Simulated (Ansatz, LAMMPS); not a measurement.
# Relaxing aqueous N(CH3)4+ and BF4-, 5.3 mol of salt per kg of water, from a frame at 300 K (214 atoms), part 2 of 3

Aim: bring aqueous N(CH3)4+ and BF4-, 5.3 mol of salt per kg of water, from a frame at 300 K (214 atoms) to a nearby minimum of the energy and see what moves.

Ansatz 0.2.0; Kohn-Sham DFT, PBE+D4, PAW (set soft_2), plane waves.

The cell: 16 C, 4 N, 132 H, 4 B, 16 F and 42 O. The network of contacts between molecules at the start is that of the classical potential that made the cell. The concentration wasn't checked against solubility and may exceed it. The density was typed from a rule of thumb and may lie off the real one at this temperature. Sampling is at Γ alone, for a cell whose shortest periodic width is 13 Å.

So far. Step 3 (Single point at the start): The r.m.s. force component of 0.71 eV/Å and the pressure of -0.97 GPa set the starting point.

## Step 4: Relaxation

The atoms are relaxed in the fixed cell, aiming at the force tolerance of the input.

File input.yaml:

```yaml
crystal:
  lattice:
    - [12.89319, 0.0, 0.0]
    - [0.0, 12.89319, 0.0]
    - [0.0, 0.0, 12.89319]
  atoms:
    [... the 214 atom lines of step 3 ...]
kpoints:
  mp_grid: { grid: [1, 1, 1] }
hamiltonian:
  xc: pbe
  dispersion: d4
scf:
  occupations: { method: fixed }
output:
  forces: true
relax:
  f_tol: 0.03
  max_steps: 200
```

Launch:

```
$ ansatz run input.yaml --threads 4 --pin off --max-ram 8192MiB --backend cpu --events-out ev --progress --plain --runs-dir out
```

Numbers of over 12 decimals in the logs are rounded to 6 here.

The program printed:

```text
[...]
Crystal: 214 atoms, lattice volume = 2143.291 Å³
Basis set: ecut = 420 eV, 41923 PW (Γ), exchange–correlation on 180×180×180 points (8 copies of the dense FFT grid, shifted against one another)
Bands: 510, of which v1, the nominal top of the filled ones, is band 296 counted from 1 (295 counted from 0)
Symmetry: 1 space group operations
[...]
k-points: 1
[...]
SCF iter   1: F=—  HF=-45082.055883 eV  |F-HF|=—  |Δ(HF+E_count)|=         —  Δρ=3.87e-3  dr2=4.39e-1  ethr=1.77e-3  ⟨swp⟩=5.0  Hψ=1590  notcnv=0  defer=211
[...]
SCF iter   3: F=—  HF=-45081.886897 eV  |F-HF|=—  |Δ(HF+E_count)|=   3.35e-2  Δρ=7.79e-4  dr2=2.19e-2  ethr=1.54e-5  ⟨swp⟩=3.0  Hψ=587  notcnv=0  defer=89
automatic band count: iteration 3 solves 387 bands in place of 510: the levels show a gap, and the empty bands left out lie too high to hold charge; the band table lists the bands solved (type scf.n_extra_bands for more)
SCF iter   4: F=—  HF=-45081.881514 eV  |F-HF|=—  |Δ(HF+E_count)|=   5.38e-3  Δρ=2.72e-4  dr2=2.08e-3  ethr=3.70e-6  ⟨swp⟩=2.0  Hψ=669  notcnv=0  defer=89
[...]
SCF iter   7: F=-45081.881095 eV  HF=-45081.881096 eV  |F-HF|=2.86e-7  |Δ(HF+E_count)|=   1.56e-6  Δρ=1.56e-5  dr2=4.33e-6  ethr=3.80e-9  ⟨swp⟩=4.0  Hψ=1201  notcnv=0
SCF 1 converged in 7 iterations: F = -45081.881095 eV  dr2 = 4.33e-6
[...]
relax step   1: F+E_penalty+E_count = -45081.88109528 eV  Δ(F+E_penalty+E_count) = +0.000e0 eV  max|allowed force component| = 3.122e0 eV/Å  Δτ_max = 0.0000 Å  (7 SCF iters, dr2 threshold 2.25e-5 eV, accepted)
[... from here on, the SCF cycles and remarks between the steps are left out ...]
relax step   2: F+E_penalty+E_count = -45088.11546195 eV  Δ(F+E_penalty+E_count) = -6.234e0 eV  max|allowed force component| = 1.366e0 eV/Å  Δτ_max = 0.1948 Å  (6 SCF iters, dr2 threshold 1.00e-4 eV, accepted)
relax step   3: F+E_penalty+E_count = -45090.43415424 eV  Δ(F+E_penalty+E_count) = -2.319e0 eV  max|allowed force component| = 1.377e0 eV/Å  Δτ_max = 0.1994 Å  (6 SCF iters, dr2 threshold 1.00e-4 eV, accepted)
relax step   4: F+E_penalty+E_count = -45091.39818677 eV  Δ(F+E_penalty+E_count) = -9.640e-1 eV  max|allowed force component| = 1.152e0 eV/Å  Δτ_max = 0.1949 Å  (6 SCF iters, dr2 threshold 1.00e-4 eV, accepted)
relax step   5: F+E_penalty+E_count = -45092.04543226 eV  Δ(F+E_penalty+E_count) = -6.472e-1 eV  max|allowed force component| = 1.495e0 eV/Å  Δτ_max = 0.1941 Å  (6 SCF iters, dr2 threshold 1.00e-4 eV, accepted)
relax step   6: F+E_penalty+E_count = -45092.45650365 eV  Δ(F+E_penalty+E_count) = -4.111e-1 eV  max|allowed force component| = 1.077e0 eV/Å  Δτ_max = 0.1954 Å  (6 SCF iters, dr2 threshold 1.00e-4 eV, accepted)
relax step   7: F+E_penalty+E_count = -45092.73993153 eV  Δ(F+E_penalty+E_count) = -2.834e-1 eV  max|allowed force component| = 9.202e-1 eV/Å  Δτ_max = 0.1952 Å  (6 SCF iters, dr2 threshold 1.00e-4 eV, accepted)
relax step   8: F+E_penalty+E_count = -45093.00959110 eV  Δ(F+E_penalty+E_count) = -2.697e-1 eV  max|allowed force component| = 9.825e-1 eV/Å  Δτ_max = 0.1965 Å  (6 SCF iters, dr2 threshold 1.00e-4 eV, accepted)
relax step   9: F+E_penalty+E_count = -45093.22280049 eV  Δ(F+E_penalty+E_count) = -2.132e-1 eV  max|allowed force component| = 7.266e-1 eV/Å  Δτ_max = 0.2000 Å  (6 SCF iters, dr2 threshold 1.00e-4 eV, accepted)
relax step  10: F+E_penalty+E_count = -45093.41027782 eV  Δ(F+E_penalty+E_count) = -1.875e-1 eV  max|allowed force component| = 3.309e-1 eV/Å  Δτ_max = 0.1926 Å  (6 SCF iters, dr2 threshold 1.00e-4 eV, accepted)
relax step  11: F+E_penalty+E_count = -45093.54049870 eV  Δ(F+E_penalty+E_count) = -1.302e-1 eV  max|allowed force component| = 3.996e-1 eV/Å  Δτ_max = 0.1950 Å  (7 SCF iters, dr2 threshold 2.27e-5 eV, accepted)
relax step  12: F+E_penalty+E_count = -45093.60925203 eV  Δ(F+E_penalty+E_count) = -6.875e-2 eV  max|allowed force component| = 1.092e0 eV/Å  Δτ_max = 0.1930 Å  (7 SCF iters, dr2 threshold 3.31e-5 eV, accepted)
relax step  13: F+E_penalty+E_count = -45093.70570403 eV  Δ(F+E_penalty+E_count) = -9.645e-2 eV  max|allowed force component| = 6.080e-1 eV/Å  Δτ_max = 0.1345 Å  (6 SCF iters, dr2 threshold 1.00e-4 eV, accepted)
relax step  14: F+E_penalty+E_count = -45093.76632811 eV  Δ(F+E_penalty+E_count) = -6.062e-2 eV  max|allowed force component| = 5.717e-1 eV/Å  Δτ_max = 0.1798 Å  (6 SCF iters, dr2 threshold 1.00e-4 eV, accepted)
relax step  15: F+E_penalty+E_count = -45093.80824917 eV  Δ(F+E_penalty+E_count) = -4.192e-2 eV  max|allowed force component| = 5.033e-1 eV/Å  Δτ_max = 0.1412 Å  (6 SCF iters, dr2 threshold 1.00e-4 eV, accepted)
relax step  16: F+E_penalty+E_count = -45093.85244075 eV  Δ(F+E_penalty+E_count) = -4.419e-2 eV  max|allowed force component| = 4.626e-1 eV/Å  Δτ_max = 0.0573 Å  (5 SCF iters, dr2 threshold 1.00e-4 eV, accepted)
relax step  17: F+E_penalty+E_count = -45093.90334095 eV  Δ(F+E_penalty+E_count) = -5.090e-2 eV  max|allowed force component| = 4.365e-1 eV/Å  Δτ_max = 0.1924 Å  (6 SCF iters, dr2 threshold 1.00e-4 eV, accepted)
[...]
relax step  23: F+E_penalty+E_count = -45094.16500847 eV  Δ(F+E_penalty+E_count) = -6.412e-2 eV  max|allowed force component| = 6.114e-1 eV/Å  Δτ_max = 0.1960 Å  (5 SCF iters, dr2 threshold 1.00e-4 eV, accepted)
relax step  24: F+E_penalty+E_count = -45094.22448196 eV  Δ(F+E_penalty+E_count) = -5.947e-2 eV  max|allowed force component| = 4.262e-1 eV/Å  Δτ_max = 0.2000 Å  (5 SCF iters, dr2 threshold 1.00e-4 eV, accepted)
[...]
relax step  28: F+E_penalty+E_count = -45094.32778806 eV  Δ(F+E_penalty+E_count) = -1.177e-2 eV  max|allowed force component| = 1.195e-1 eV/Å  Δτ_max = 0.0659 Å  (9 SCF iters, accepted)
[...]
relax step  46: F+E_penalty+E_count = -45094.69630187 eV  Δ(F+E_penalty+E_count) = -1.256e-2 eV  max|allowed force component| = 1.319e-1 eV/Å  Δτ_max = 0.1294 Å  (9 SCF iters, accepted)
[...]
relax step  55: F+E_penalty+E_count = -45094.93155750 eV  Δ(F+E_penalty+E_count) = -6.572e-3 eV  max|allowed force component| = 1.460e-1 eV/Å  Δτ_max = 0.1533 Å  (8 SCF iters, accepted)
[...]
relax step  60: F+E_penalty+E_count = -45094.97150413 eV  Δ(F+E_penalty+E_count) = -5.276e-3 eV  max|allowed force component| = 1.217e-1 eV/Å  Δτ_max = 0.0365 Å  (4 SCF iters, dr2 threshold 3.21e-5 eV, accepted)
relax step  61: F+E_penalty+E_count = -45094.97620564 eV  Δ(F+E_penalty+E_count) = -4.702e-3 eV  max|allowed force component| = 4.685e-2 eV/Å  Δτ_max = 0.0658 Å  (5 SCF iters, dr2 threshold 6.83e-6 eV, accepted)
relax step  62: F+E_penalty+E_count = -45094.97911168 eV  Δ(F+E_penalty+E_count) = -2.906e-3 eV  max|allowed force component| = 3.524e-2 eV/Å  Δτ_max = 0.1002 Å  (8 SCF iters, accepted)
relax step  63: F+E_penalty+E_count = -45094.98068168 eV  Δ(F+E_penalty+E_count) = -1.570e-3 eV  max|allowed force component| = 1.104e-1 eV/Å  Δτ_max = 0.1516 Å  (8 SCF iters, accepted)
relax step  64: F+E_penalty+E_count = -45094.98255097 eV  Δ(F+E_penalty+E_count) = -1.869e-3 eV  max|allowed force component| = 6.826e-2 eV/Å  Δτ_max = 0.0138 Å  (4 SCF iters, dr2 threshold 6.90e-6 eV, accepted)
relax step  65: F+E_penalty+E_count = -45094.98080081 eV  Δ(F+E_penalty+E_count) = +1.750e-3 eV  max|allowed force component| = 6.320e-2 eV/Å  Δτ_max = 0.0741 Å  (6 SCF iters, dr2 threshold 1.78e-6 eV, rejected (line search))
relax step  66: F+E_penalty+E_count = -45094.98450016 eV  Δ(F+E_penalty+E_count) = -1.949e-3 eV  max|allowed force component| = 2.928e-2 eV/Å  Δτ_max = 0.0358 Å  (8 SCF iters, accepted)
relax step  67: F+E_penalty+E_count = -45094.98711166 eV  Δ(F+E_penalty+E_count) = -2.611e-3 eV  max|allowed force component| = 2.779e-2 eV/Å  Δτ_max = 0.0989 Å  (8 SCF iters, accepted)
relax step  68: F+E_penalty+E_count = -45094.98850555 eV  Δ(F+E_penalty+E_count) = -1.394e-3 eV  max|allowed force component| = 1.149e-1 eV/Å  Δτ_max = 0.1474 Å  (8 SCF iters, accepted)
relax step  69: F+E_penalty+E_count = -45094.99076580 eV  Δ(F+E_penalty+E_count) = -2.260e-3 eV  max|allowed force component| = 8.591e-2 eV/Å  Δτ_max = 0.0242 Å  (5 SCF iters, dr2 threshold 1.19e-5 eV, accepted)
relax step  70: F+E_penalty+E_count = -45094.99352749 eV  Δ(F+E_penalty+E_count) = -2.762e-3 eV  max|allowed force component| = 2.559e-2 eV/Å  Δτ_max = 0.0499 Å  (6 SCF iters, dr2 threshold 4.12e-6 eV, accepted)
relax step  71: F+E_penalty+E_count = -45094.99352771 eV  Δ(F+E_penalty+E_count) = -2.212e-7 eV  max|allowed force component| = 2.559e-2 eV/Å  Δτ_max = 0.0000 Å  (3 SCF iters, accepted)
relax step  72: F+E_penalty+E_count = -45094.99689171 eV  Δ(F+E_penalty+E_count) = -3.364e-3 eV  max|allowed force component| = 5.335e-2 eV/Å  Δτ_max = 0.1551 Å  (8 SCF iters, accepted)
relax step  73: F+E_penalty+E_count = -45094.99788814 eV  Δ(F+E_penalty+E_count) = -9.964e-4 eV  max|allowed force component| = 8.760e-2 eV/Å  Δτ_max = 0.1214 Å  (6 SCF iters, dr2 threshold 2.85e-6 eV, accepted)
relax step  74: F+E_penalty+E_count = -45094.99906237 eV  Δ(F+E_penalty+E_count) = -1.174e-3 eV  max|allowed force component| = 5.145e-2 eV/Å  Δτ_max = 0.0117 Å  (4 SCF iters, dr2 threshold 7.67e-6 eV, accepted)
relax step  75: F+E_penalty+E_count = -45095.00021093 eV  Δ(F+E_penalty+E_count) = -1.149e-3 eV  max|allowed force component| = 1.859e-2 eV/Å  Δτ_max = 0.0217 Å  (6 SCF iters, dr2 threshold 9.13e-7 eV, accepted)
relax step  76: F+E_penalty+E_count = -45095.00021097 eV  Δ(F+E_penalty+E_count) = -3.870e-8 eV  max|allowed force component| = 1.865e-2 eV/Å  Δτ_max = 0.0000 Å  (2 SCF iters, accepted)
SCF converged after 2 iterations
Free energy (F): -45095.000211 eV
[...]
Internal energy: -45095.000211 eV  (E = F + TS)
E sigma→0 (E₀):  -45095.000211 eV
Fermi energy:    -2.291346 eV
[...]
--- Forces (eV/Å), atoms counted from 1 ---
  atom   1  C      0.00019248    -0.00005871    -0.00198716
  atom   2  N      0.00018778    -0.00151817     0.00079649
  atom   3  C      0.00030014     0.00155848    -0.00107856
  atom   4  C     -0.00121271     0.00003915    -0.00035301
  atom   5  C     -0.00081812     0.00030960     0.00122567
  atom   6  H      0.00036144     0.00112754    -0.00011391
  atom   7  H      0.00034061    -0.00073816     0.00099459
  atom   8  H      0.00040865    -0.00073930     0.00099436
  atom   9  H     -0.00027271    -0.00064625     0.00034532
  atom  10  H      0.00018343     0.00002305     0.00053368
  atom  11  H      0.00039873    -0.00020417     0.00034448
  atom  12  H     -0.00016250     0.00011683    -0.00031222
  atom  13  H     -0.00001093    -0.00019910    -0.00005938
  atom  14  H      0.00014016    -0.00000173     0.00041878
[...]
atom 213  H      0.00103777    -0.00402585     0.00190781
  atom 214  H     -0.00206565     0.00186380     0.00184614
  max |Σ_I F_I| component: 2.24e-4 eV/Å
--- Relaxed structure (76 steps of the walk, 75 accepted, 0 SCFs on fresh bases) ---
  F+E_penalty+E_count = -45095.00021097 eV   max|allowed force component| = 1.865e-2 eV/Å
  atoms:
    - { symbol: C, position: [0.498506, 0.420726, 0.846765] }
    - { symbol: N, position: [0.512499, 0.353021, 0.753172] }
    - { symbol: C, position: [0.529923, 0.243000, 0.787111] }
    - { symbol: C, position: [0.417246, 0.358758, 0.686418] }
[...]
- { symbol: H, position: [0.790491, 0.338435, 0.923067] }
```

Run time: 18 min. Hardware: 4 threads of Intel Xeon Platinum 8375C at 2.90GHz (Ice Lake), shared host; peak memory 3 GiB; 67 min of CPU time.

Relaxation path (22 of 76):

```tsv
step	energy less that of the first step (eV)	largest force component (eV/Å)
1	0.0000	3.1220
5	-10.1643	1.4947
8	-11.1285	0.9825
12	-11.7282	1.0915
15	-11.9272	0.5033
19	-12.0865	0.3185
22	-12.2198	0.6278
26	-12.4137	0.1872
30	-12.4729	0.1424
33	-12.5162	0.4709
37	-12.5755	0.2020
40	-12.6708	0.5384
44	-12.7938	0.1885
47	-12.8424	0.3908
51	-12.9845	0.3599
55	-13.0505	0.1460
58	-13.0810	0.1644
62	-13.0980	0.0352
65	-13.0997	0.0632
69	-13.1097	0.0859
72	-13.1158	0.0533
76	-13.1191	0.0186
```

Relaxation step 65 was tried and not accepted.

The atoms that moved most (Å):

```tsv
atom	dx	dy	dz	length
H32	2.069	0.037	-0.764	2.205
H123	0.683	-2.011	0.042	2.124
H24	1.082	1.595	-0.881	2.119
H34	1.972	-0.033	-0.743	2.107
H47	-0.927	-1.268	-1.380	2.091
H33	1.569	-1.141	-0.594	2.028
H46	-0.740	-0.121	-1.868	2.013
H51	-1.378	0.925	-1.136	2.011
```

The relaxation changed the energy by -61.3 meV/atom, and atoms moved by 1.0 Å r.m.s., 2.2 Å at most.

## Step 5: Local order after relaxation

Bonds before and after, by the cutoffs listed below:

```tsv
pair	bonds before	bonds after	mean before (Å)	mean after (Å)	spread before (Å)	spread after (Å)
H-O	84	84	1.000	0.990	0.000	0.009
H-C	48	48	1.092	1.094	0.030	0.001
C-N	16	16	1.508	1.501	0.029	0.001
F-B	16	16	1.405	1.416	0.023	0.017
```

Density 1.08 g/cm³, 10.02 Å³ an atom.

Pair distribution functions g(r), in bins of 0.2 Å:

```tsv
r (Å)	total	H-H	H-O	H-C	H-F	H-B	H-N
0.90	2.86	0.00	11.80	0.00	0.00	0.00	0.00
1.10	1.94	0.00	1.61	16.75	0.00	0.00	0.00
1.30	0.08	0.00	0.00	0.00	0.00	0.00	0.00
1.50	1.01	1.40	0.00	0.00	0.00	0.00	0.00
1.70	1.02	1.25	2.16	0.00	0.26	0.00	0.00
1.90	0.54	0.47	0.93	0.00	1.51	0.00	0.00
2.10	0.70	0.67	0.04	0.00	0.45	0.00	17.15
2.30	0.75	1.33	0.17	0.00	0.46	0.00	0.00
2.50	0.82	1.45	0.37	0.00	0.38	0.00	0.00
2.70	1.14	0.62	0.21	5.43	0.55	1.50	0.00
2.90	0.70	0.81	0.52	0.00	0.85	2.08	0.00
3.10	0.88	0.86	1.73	0.04	0.97	0.67	0.00
3.30	1.08	0.73	1.54	2.25	1.08	1.03	0.00
3.50	0.94	0.78	1.33	0.96	0.77	1.31	0.00
3.70	1.21	1.74	0.86	1.03	1.21	0.34	0.00
3.90	1.05	1.16	1.02	0.90	1.22	0.95	0.41
4.10	1.06	1.02	1.19	0.67	1.27	1.06	1.26
4.30	1.14	1.12	1.05	0.93	1.03	1.47	1.05
4.50	0.98	1.08	0.74	0.95	0.82	0.96	1.51
4.70	0.98	0.85	1.02	0.98	1.14	1.39	1.54
4.90	0.92	0.91	0.95	0.82	0.81	1.07	0.93
5.10	0.89	0.79	1.00	0.84	1.01	0.62	1.24
5.30	1.01	0.92	0.99	0.99	1.14	1.44	1.32
5.50	0.96	0.91	1.01	0.92	1.03	1.12	0.84
5.70	1.04	1.09	1.00	0.95	1.02	0.75	1.50
5.90	1.01	1.06	1.03	0.90	0.97	0.93	1.06
6.10	0.97	1.04	0.93	1.01	1.11	0.78	0.61
6.30	1.03	0.98	1.01	1.21	1.22	1.09	0.74
```

Bonds by pair of elements; cutoffs follow the first minimum of g(r), held within bounds set by covalent radii, and pairs that aren't listed don't count as bonded:

```tsv
pair A-B	cutoff (Å)	bonds	mean length (Å)	spread (Å)	shortest (Å)	B about A	A about B
H-O	1.21	84	0.99	0.009	0.974	0.636	2
H-C	1.34	48	1.09	0.001	1.09	0.364	3
C-N	1.79	16	1.50	0.001	1.50	1	4
F-B	1.72	16	1.42	0.017	1.39	1	4
```

How many atoms have how many bonded neighbours:

```tsv
element	mean	1	2	4
B	4	0	0	4
C	4	0	0	16
F	1	16	0	0
H	1	132	0	0
N	4	0	0	4
O	2	0	42	0
```

Bond angles (no mean is given where the spread exceeds 20°):

```tsv
angle	count	mean (°)	spread (°)
H-C-H	48	110	0.5
H-C-N	48	108	0.4
H-O-H	42	105	2.1
C-N-C	24	110	0.3
F-B-F	24	110	1.2
```

Hydrogen bonds between water molecules (O–O under 3.5 Å, H–O···O angle under 30°):

```tsv
hydrogen bonds to other water	molecules
0	0
1	1
2	10
3	17
4	14
```

Counting bonds as in the table, all B atoms have 4, all C atoms have 4, all F atoms have 1 and all H atoms have 1 bonded neighbour. The H-C-H angle averages 110° with a spread of 0.5°. The 42 water molecules hold 3.05 hydrogen bonds each to other water on average, with a mean O–O distance of 2.76 Å.

(Continued in part 3 of 3.)

[Logs are printed without paths, hosts, clocks, repeated set-up lines and the standing remarks that a program may print on its own settings, such as how far it seeks lower states.]

[Hosts, paths, dates, database ids (printed as entryN), source tags and the programs' standing remarks are cut or masked in the printed files.]
